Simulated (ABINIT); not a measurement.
Records of electronic-structure calculations.

### Quasiparticle gap of Te (P3_121) in ABINIT

It takes space group P3_121 (No. 152, trigonal). Conventional cell: a = 4.457 Å, b = 4.457 Å, c = 5.929 Å, α = 90.00°, β = 90.00°, γ = 120.00°. Nearest to Te lie 2 Te at 2.84 Å.

```
Te
1.0
     4.45720    0.00000    0.00000
    -2.22860    3.86005    0.00000
     0.00000    0.00000    5.92900
Te
3
Cartesian
  1.1736 0.0000 1.9763
  -0.5868 1.0164 3.9527
  1.6418 2.8437 0.0000
```

```yaml
method: RPA screening on PBE, plane waves, norm-conserving pseudopotentials (and 2 further levels or steps)
program: ABINIT 10.8.3
settings: cutoff 39 Ha, PseudoDojo scalar-relativistic 0.4 stringent, norm-conserving, potential set dojo-sr-pbe-0.4-stringent, ngkpt (3, 3, 2), nband 130, ecuteps 3.9 Ha, inclvkb 2, shiftk (0, 0, 0), symchi 1, awtr 1, frequency ppm, 3×3×2 k-mesh
notes: The program’s warnings: nproc spkpt=  >= nkpt= * nsppol=. The cell and positions come from the Crystallography Open Database and are kept as given unless a step says otherwise. Limits: screening runs away on this mesh; no spin-orbit coupling. The 3×3×2 mesh is coarse for this cell, which bears on the long-range parts of exchange and screening. On this mesh the RPA ε∞ passes 90, more than nearly any semiconductor shows; a coarse mesh does this where one point with a narrow direct gap carries much weight. The screening is then too strong, and the G0W0 gap should not be taken as the material’s.
pbe_gap: 0.18 eV, direct
g0w0_gap_on_the_mesh: 0.43 eV
gw_settings: 3×3×2 mesh, 130 bands, screening to 106.1 eV, Godby-Needs plasmon pole
```

G0W0 moves the gap on the mesh from 0.18 eV to 0.43 eV (+0.25 eV), with Z of 0.79 and 0.79 at the edges. Local fields lower the RPA ε∞ on this mesh from 1747.07 to 1402.49; a Γ-centred mesh this coarse tends to raise both, most where the direct gap is narrow, while a short band sum lowers them.

[Long decimals in the printed logs are rounded to 6 places.]

[Logs are printed without paths, hosts, clocks, repeated set-up lines and the standing remarks that a program may print on its own settings, such as how far it seeks lower states.]

[Paths, hosts, dates, memory and timing lines, banners, echoed tables and standing remarks are left out of the program output; an Ansatz launch command may be rebuilt from the run's recorded settings. Measured values are a selection of at most five: reports struck by readers or far from the other reports are left out. None is set beside runs whose start may be inverted or whose files or cutoffs have a known fault.]

[Runs of the session that timed out or met a known fault of the program may be left out.]

[Hosts, paths, dates, database ids (printed as entryN), source tags and the programs' standing remarks are cut or masked in the printed files.]

[G0W0 gaps are taken among the corrected bands and points alone; a level outside them can change the order at an edge.]

[Where Ansatz stands beside ABINIT at settings called matched, ABINIT's density can come from a denser mesh and the files from another edition; pairs whose starting gaps differed by over 0.03 eV were left out, so agreement reads better than it is.]
